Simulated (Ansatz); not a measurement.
Planning a run of Ansatz 0.2.0 on Na2CaMgP2O8 (P-3m1). The input:

```yaml
crystal:
  lattice:
    - [5.309, 0.0, 0.0]
    - [-2.6545, 4.5977288687, 0.0]
    - [0.0, 0.0, 7.237]
  atoms:
    - { symbol: Na, position: [0.3333333333, 0.6666666667, 0.7042996018] }
    - { symbol: Na, position: [0.6666666667, 0.3333333333, 0.2957003982] }
    - { symbol: Ca, position: [0.0, 0.0, 0.5] }
    - { symbol: Mg, position: [0.0, 0.0, 0.0] }
    - { symbol: P, position: [0.3333333333, 0.6666666667, 0.1970762484] }
    - { symbol: P, position: [0.6666666667, 0.3333333333, 0.8029237516] }
    - { symbol: O, position: [0.3333333333, 0.6666666667, -0.0106699007] }
    - { symbol: O, position: [0.6666666667, 0.3333333333, 1.0106699007] }
    - { symbol: O, position: [0.174395379, 0.825604621, 0.271664958] }
    - { symbol: O, position: [0.174395379, 0.3487907579, 0.271664958] }
    - { symbol: O, position: [0.6512092421, 0.825604621, 0.271664958] }
    - { symbol: O, position: [0.825604621, 0.174395379, 0.728335042] }
    - { symbol: O, position: [0.3487907579, 0.174395379, 0.728335042] }
    - { symbol: O, position: [0.825604621, 0.6512092421, 0.728335042] }
kpoints:
  mp_grid: { grid: [6, 6, 4] }
hamiltonian:
  xc: lda
scf:
  occupations: { method: fixed }
  n_extra_bands: 121
output:
  optics: { e_range: [0, 25], de: 0.1, sigma: 0.2 }
```

```sh
ansatz run input.yaml --threads 3 --pin off --max-ram 92160MiB --backend cuda --events-out ev --progress --plain --runs-dir out --devices 1 --max-vram 13GiB  # rebuilt from the run's record
```

Q: How long will it take on 1 × NVIDIA H100 80GB HBM3 (shared by 6 runs) with 3 threads of AMD EPYC 7R13 (Zen 3), shared host, and how much memory?

It took 76 s; on shared hardware allow 38 s to 2.5 min. Peak host memory was 2.7 GiB.

[Paths, hosts, dates, memory and timing lines, banners, echoed tables and standing remarks are left out of the program output.]

[Logs are printed without paths, hosts, clocks, repeated set-up lines and the standing remarks that a program may print on its own settings, such as how far it seeks lower states.]

[Runs of the session that timed out or met a known fault of the program may be left out.]

[Cells called generated may have been cut or substituted from an entry of the Crystallography Open Database or the Materials Project.]

[Hosts, paths, dates, database ids (printed as entryN), source tags and the programs' standing remarks are cut or masked in the printed files.]
